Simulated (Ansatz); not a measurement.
# F on Ir(111): change of the work function, part 3 of 3

Aim: the work function of Ir(111) at several coverages of F (fcc site), and the dipole that each adsorbate carries.

Ansatz 0.2.0; plane-wave DFT, PBE, Ansatz PAW.

So far, work function, upper face (eV): step 2 (the clean slab) 5.49; step 3 (17 atoms, coverage 0.25 ML, cell 2x2) 6.12.

## (4) Adsorbate added, k-mesh 12×12×1, coverage 1 ML

System of this step: Ir4F (F/Ir(111)). The cell holds 5 atoms: 4 Ir and 1 F. Its edges and angles: a = 2.715 Å, b = 2.715 Å, c = 25.940 Å, α = 90.0°, β = 90.0°, γ = 60.0°. Vacuum lies along c.

Another coverage, to see how the dipoles act on each other as their distance changes.

Contents of input.yaml:

```yaml
crystal:
  lattice:
    - [2.7152900398, 0.0, 0.0]
    - [1.3576450199, 2.3515101531, 0.0]
    - [0.0, 0.0, 25.9397185347]
  atoms:
    - { symbol: Ir, position: [0.0, 0.0, 0.3469582751] }
    - { symbol: Ir, position: [0.3333333333, 0.3333333333, 0.4324266286] }
    - { symbol: Ir, position: [0.6666666667, 0.6666666667, 0.5177954863] }
    - { symbol: Ir, position: [0.0, 0.0, 0.6027545313] }
    - { symbol: F, position: [0.3333333333, 0.3333333333, 0.6530417249] }
kpoints:
  mp_grid: { grid: [12, 12, 1] }
hamiltonian:
  xc: pbe
scf:
  occupations: { method: fermi_dirac, width: 0.1 }
  convergence: { dr2_threshold: 1.0e-08 }
efield:
  axis: 3
  dipole_correction: true
  ramp_position: 0.97
  ramp_width: 0.06
relax:
  f_tol: 0.02
  max_steps: 60
  constraints: [{ sites: [0, 1] }]
output:
  write_potential: true
  write_density: true
  volumetric_format: npy
```

Command:

```bash
$ ansatz run input.yaml --threads 4 --pin off --max-ram 6144MiB --backend cpu --events-out ev --progress --plain --runs-dir out
```

Numbers of over 12 decimals in the logs are rounded to 6 here.

The program printed:

```text
[...]
Crystal: 5 atoms, lattice volume = 165.626 Å³
Basis set: ecut = 420 eV, 3273 PW (Γ), exchange–correlation on 40×40×360 points (8 copies of the dense FFT grid, shifted against one another)
Bands: 45, of which v1, the nominal top of the filled ones, is band 38 counted from 1 (37 counted from 0)
Symmetry: 6 space group operations
[...]
k-points: 19 of 144 (time reversal used)
[...]
SCF iter   1: F=—  HF=-48545.924011 eV  |F-HF|=—  |Δ(HF+E_count)|=         —  Δρ=3.94e-2  dr2=4.71e1  ethr=1.77e-3  p=0.113 e·Å  D=1.23e-1 V/Å  ΔV_dip=-3.20 eV  dr2_dipole=1.89e1  V_vac-E_F(+/−)=2.45/5.65 eV  ⟨swp⟩=8.1  Hψ=3935  notcnv=0  defer=3
[...]
SCF iter  12: F=-48545.458286 eV  HF=-48545.458286 eV  |F-HF|=2.99e-8  |Δ(HF+E_count)|=   1.01e-7  Δρ=3.97e-7  dr2=8.04e-10  ethr=1.33e-11  p=0.028 e·Å  D=3.02e-2 V/Å  ΔV_dip=-0.78 eV  dr2_dipole=4.02e-11  V_vac-E_F(+/−)=4.73/5.52 eV  ⟨swp⟩=9.6  Hψ=5767  notcnv=0
SCF 1 converged in 12 iterations: F = -48545.458286 eV  dr2 = 8.04e-10
[...]
relax step   1: F+E_penalty+E_count = -48545.45828572 eV  Δ(F+E_penalty+E_count) = +0.000e0 eV  max|allowed force component| = 6.743e0 eV/Å  Δτ_max = 0.0000 Å  (12 SCF iters, accepted)
[...]
SCF iter   1: F=—  HF=-48546.776599 eV  |F-HF|=—  |Δ(HF+E_count)|=         —  Δρ=1.87e-2  dr2=7.38e0  ethr=3.10e-3  p=0.028 e·Å  D=3.02e-2 V/Å  ΔV_dip=-0.78 eV  dr2_dipole=3.21e0  V_vac-E_F(+/−)=4.87/5.66 eV  ⟨swp⟩=5.0  Hψ=2471  notcnv=0  defer=4
[...]
SCF iter  10: F=-48546.494488 eV  HF=-48546.494488 eV  |F-HF|=5.32e-8  |Δ(HF+E_count)|=   1.67e-7  Δρ=1.60e-6  dr2=5.13e-9  ethr=1.33e-11  p=-0.053 e·Å  D=-5.78e-2 V/Å  ΔV_dip=1.50 eV  dr2_dipole=1.77e-12  V_vac-E_F(+/−)=7.07/5.57 eV  ⟨swp⟩=11.7  Hψ=7159  notcnv=0
SCF 2 converged in 10 iterations: F = -48546.494488 eV  dr2 = 5.13e-9
relax step   2: F+E_penalty+E_count = -48546.49448832 eV  Δ(F+E_penalty+E_count) = -1.036e0 eV  max|allowed force component| = 1.791e0 eV/Å  Δτ_max = 0.1941 Å  (10 SCF iters, accepted)
SCF iter   1: F=—  HF=-48546.667519 eV  |F-HF|=—  |Δ(HF+E_count)|=         —  Δρ=1.50e-2  dr2=3.39e0  ethr=3.10e-3  p=-0.053 e·Å  D=-5.78e-2 V/Å  ΔV_dip=1.50 eV  dr2_dipole=1.48e0  V_vac-E_F(+/−)=7.16/5.66 eV  ⟨swp⟩=5.3  Hψ=2309  notcnv=0  defer=2
[...]
SCF iter  10: F=-48546.593337 eV  HF=-48546.593337 eV  |F-HF|=2.29e-8  |Δ(HF+E_count)|=   1.05e-7  Δρ=1.18e-6  dr2=3.64e-9  ethr=1.33e-11  p=-0.085 e·Å  D=-9.30e-2 V/Å  ΔV_dip=2.41 eV  dr2_dipole=1.83e-10  V_vac-E_F(+/−)=7.97/5.56 eV  ⟨swp⟩=9.4  Hψ=7388  notcnv=0
SCF 3 converged in 10 iterations: F = -48546.593337 eV  dr2 = 3.64e-9
relax step   3: F+E_penalty+E_count = -48546.59333708 eV  Δ(F+E_penalty+E_count) = -9.885e-2 eV  max|allowed force component| = 7.566e-1 eV/Å  Δτ_max = 0.2000 Å  (10 SCF iters, accepted)
[...]
relax step   4: F+E_penalty+E_count = -48546.60727650 eV  Δ(F+E_penalty+E_count) = -1.394e-2 eV  max|allowed force component| = 4.327e-1 eV/Å  Δτ_max = 0.0813 Å  (10 SCF iters, accepted)
[...]
relax step   5: F+E_penalty+E_count = -48546.61152554 eV  Δ(F+E_penalty+E_count) = -4.249e-3 eV  max|allowed force component| = 2.356e-2 eV/Å  Δτ_max = 0.0292 Å  (8 SCF iters, accepted)
SCF iter   1: F=—  HF=-48546.611524 eV  |F-HF|=—  |Δ(HF+E_count)|=         —  Δρ=1.22e-4  dr2=3.90e-5  ethr=2.91e-7  p=-0.088 e·Å  D=-9.58e-2 V/Å  ΔV_dip=2.48 eV  dr2_dipole=4.66e-6  V_vac-E_F(+/−)=8.05/5.57 eV  ⟨swp⟩=2.9  Hψ=1600  notcnv=0  defer=5
[...]
SCF iter   6: F=-48546.611544 eV  HF=-48546.611543 eV  |F-HF|=9.71e-8  |Δ(HF+E_count)|=   2.59e-7  Δρ=1.66e-6  dr2=8.08e-9  ethr=1.33e-11  p=-0.088 e·Å  D=-9.58e-2 V/Å  ΔV_dip=2.49 eV  dr2_dipole=1.60e-9  V_vac-E_F(+/−)=8.06/5.57 eV  ⟨swp⟩=10.1  Hψ=7334  notcnv=0
SCF 6 converged in 6 iterations: F = -48546.611544 eV  dr2 = 8.08e-9
relax step   6: F+E_penalty+E_count = -48546.61154360 eV  Δ(F+E_penalty+E_count) = -1.806e-5 eV  max|allowed force component| = 1.510e-3 eV/Å  Δτ_max = 0.0011 Å  (6 SCF iters, accepted)
[...]
SCF converged after 6 iterations
Free energy (F): -48546.611544 eV
[...]
Internal energy: -48546.453852 eV  (E = F + TS)
E sigma→0 (E₀):  -48546.532698 eV
Entropy (-TS):   -0.157691 eV (-31.538 meV/atom)
Fermi energy:    4.854003 eV
Dipole field:    D = -0.095883 V/Å  (p = -0.087762 e·Å, saw-weighted, corrected)
Work function:   Φ+ = 8.0570 eV   Φ− = 5.5698 eV
[...]
--- Forces (eV/Å), atoms counted from 1 ---
  atom   1  Ir     0.00000000    -0.00000000     0.12312576
  atom   2  Ir    -0.00000000    -0.00000000    -0.12204010
  atom   3  Ir    -0.00000000    -0.00000000    -0.00151027
  atom   4  Ir     0.00000000     0.00000000     0.00006868
  atom   5  F      0.00000000    -0.00000000     0.00030577
  max |Σ_I F_I| component: 5.01e-5 eV/Å
--- Band table (eV; the first three rows and the last of 19) ---
  k-point 0: bands = [... 34 lower, 2.4872, 3.4870, 3.4870, 3.9348, 3.9348, 4.6200, 4.8966, 4.8966, ... 3 higher]
  k-point 1: bands = [... 34 lower, 2.4535, 3.3649, 3.4163, 3.7301, 3.9562, 4.1378, 4.9159, 5.2159, ... 3 higher]
  k-point 2: bands = [... 34 lower, 2.7275, 2.8854, 3.3163, 3.4254, 4.0036, 4.3187, 4.9515, 5.6595, ... 3 higher]
  k-point 18: bands = [... 34 lower, 3.5803, 4.4958, 4.8002, 5.1737, 5.2047, 5.4387, 10.4191, 10.5756, ... 3 higher]
--- Relaxed structure (6 steps of the walk, 6 accepted, 0 SCFs on fresh bases) ---
  F+E_penalty+E_count = -48546.61154360 eV   max|allowed force component| = 1.510e-3 eV/Å
  atoms:
[...]
- { symbol: Ir, position: [0.333333, 0.333333, 0.432427] }
    - { symbol: Ir, position: [0.666667, 0.666667, 0.519228] }
[...]
- { symbol: F, position: [0.333333, 0.333333, 0.666600] }
```

It took 11 s on 4 threads of Intel Xeon 6975P-C (Granite Rapids), shared host; peak memory 0.55 GiB; 42 s of CPU time.

Relaxation path:

```tsv
step	energy less that of the first step (eV)	largest force component (eV/Å)
1	0.0000	6.7426
2	-1.0362	1.7910
3	-1.1351	0.7566
4	-1.1490	0.4327
5	-1.1532	0.0236
6	-1.1533	0.0015
```

Forces are held to the 6 operations that the run works with; a distortion that breaks them can't arise in this run.

The atoms that moved most (Å):

```tsv
atom	dx	dy	dz	length
F5	0.000	0.000	0.352	0.352
Ir3	0.000	0.000	0.037	0.037
Ir4	0.000	0.000	-0.036	0.036
```

The relaxed structure:

```
Ir F
1.0
     2.71529    0.00000    0.00000
     1.35765    2.35151    0.00000
     0.00000    0.00000   25.93972
Ir F
4 1
Cartesian
  0.0000 0.0000 9.0000
  1.3576 0.7838 11.2170
  2.7153 1.5677 13.4686
  0.0000 0.0000 15.5990
  1.3576 0.7838 17.2914
```

This step gave:

- energy at zero smearing: -48546.5327 eV
- work function, upper face: 8.057 eV
- work function, lower face: 5.570 eV
- dipole along the normal: -0.08776 e·Å
- step between the vacuum levels: 2.487 eV

Running mean over 2.217 Å of the planar mean; the ramp of the sawtooth is left out. Table of electron's electrostatic potential energy less the Fermi level by z:

```tsv
z (Å)	electron's electrostatic potential energy less the Fermi level (eV)
4	5.57
5	5.57
6	5.49
7	4.33
8	-5.46
9	-12.7
10	-13.3
11	-13.4
12	-13.2
13	-13.5
14	-14.3
15	-14.4
16	-13.3
17	-3.85
18	3.45
19	7.79
20	8.05
21	8.06
22	8.06
```

The relaxation took 6 steps and lowered the energy by 1.2 eV; the largest force on the free atoms ends at 0.0015 eV/Å.

The covered face has 8.06 eV, +2.57 eV against the clean one; the bare back face has moved by +0.08 eV, a measure of how thin the slab is.

## (5) Work function against coverage

This step: plane-wave DFT, PBE, Ansatz PAW; work function against coverage (Ansatz 0.2.0).

The runs are now put side by side.

This step gave:

```yaml
work_function_of_the_clean_face: 5.486 eV
largest_change_of_the_work_function: 2.571 eV
```

Table of work function of the covered face by coverage:

```tsv
coverage (adsorbates/nm²)	work function of the covered face (eV)
0.00	5.49
3.92	6.12
15.66	8.06
```

The dipole per adsorbate comes from the change of the cell's dipole. Coverage, by row:

```tsv
coverage (1/nm²)	coverage (ML)	work function (eV)	change (eV)	dipole per adsorbate, positive end outwards (debye)	mean height of the added atoms over the highest substrate atom (Å)
3.915	0.25	6.117	0.6307	-0.406	1.729
15.66	1	8.057	2.571	-0.423	1.692
```

## (6) Outcome

| Quantity | Value |
| --- | --- |
| work function of the clean face | 5.49 eV |
| work function at 0.25 ML | 6.12 eV |
| work function at 1 ML | 8.06 eV |
| dipole per adsorbate at 0.25 ML, positive end outwards | -0.41 D |

**Reading.** F raises the work function of Ir(111) at the lowest coverage, by 0.63 eV: the adsorbate layer has its negative end outwards. The slab has 4 layers, at the tabulated experimental lattice constant, one starting site was run, and quantum-size effects of a slab this thin can reach one or two tenths of an eV.

[Logs are printed without paths, hosts, clocks, repeated set-up lines and the standing remarks that a program may print on its own settings, such as how far it seeks lower states.]

[Hosts, paths, dates, database ids (printed as entryN), source tags and the programs' standing remarks are cut or masked in the printed files.]

[Maps of the electrostatic potential energy from Ansatz leave out the sawtooth potential of an applied field or a dipole correction, so their vacuum need not be flat; planar profiles and work functions include it.]
